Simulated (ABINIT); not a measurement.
Entries from a set of simulations; values are calculated unless marked as measured.

**Beyond one shot: KBr (Fm-3m)**

Symmetry: Fm-3m, No. 225, cubic system. Conventional cell: a = 6.600 Å, b = 6.600 Å, c = 6.600 Å, α = 90.00°, β = 90.00°, γ = 90.00°. K has 6 Br at 3.30 Å nearest. Nearest to Br lie 6 K at 3.30 Å. Farther neighbours, and contacts between anions beyond the nearest, are not listed.

```yaml
method: RPA screening on LDA from quasiparticle energies, plane waves, norm-conserving pseudopotentials (and 5 further levels or steps)
program: ABINIT 10.8.3
settings: cutoff 32 Ha, PseudoDojo scalar-relativistic 0.4.1 standard, norm-conserving, ngkpt (4, 4, 4), nband 95, ecuteps 4.8 Ha, gwcalctyp 10, inclvkb 2, shiftk (0, 0, 0), symchi 1, awtr 1, frequency ppm, cycle 3, q points all but q = 0, 4×4×4 k-mesh
cost: 15 runs, 21 min in all on 4 MPI ranks of Arm Neoverse V1, shared host
notes: The cell and positions come from the Crystallography Open Database and are kept as given unless a step says otherwise. Limits: no spin-orbit coupling. The first cycle of evGW0 takes the full correction, without the factor Z, so it overshoots the one-shot value.
g0w0: 6.782 eV
evgw0_cycle_1: 7.348 eV
evgw0_cycle_2: 7.183 eV
evgw0_cycle_3: 7.184 eV
evgw_cycle_1: 7.805 eV
evgw_cycle_2: 7.888 eV
evgw_cycle_3: 7.896 eV
known_limits: short of the basis limit; no spin-orbit coupling
```

Only the bands that the input lists are updated; the higher empty ones keep the functional's energies. The evGW loop starts from the last levels of evGW0, so its cycles and time come on top of those.

[Long decimals in the printed logs are rounded to 6 places.]

[Logs are printed without paths, hosts, clocks, repeated set-up lines and the standing remarks that a program may print on its own settings, such as how far it seeks lower states.]

[Paths, hosts, dates, memory and timing lines, banners, echoed tables and standing remarks are left out of the program output; an Ansatz launch command may be rebuilt from the run's recorded settings. Measured values are a selection of at most five: reports struck by readers or far from the other reports are left out. None is set beside runs whose start may be inverted or whose files or cutoffs have a known fault.]

[Runs of the session that timed out or met a known fault of the program may be left out.]

[Hosts, paths, dates, database ids (printed as entryN), source tags and the programs' standing remarks are cut or masked in the printed files.]

[G0W0 gaps are taken among the corrected bands and points alone; a level outside them can change the order at an edge.]

[Where Ansatz stands beside ABINIT at settings called matched, ABINIT's density can come from a denser mesh and the files from another edition; pairs whose starting gaps differed by over 0.03 eV were left out, so agreement reads better than it is.]
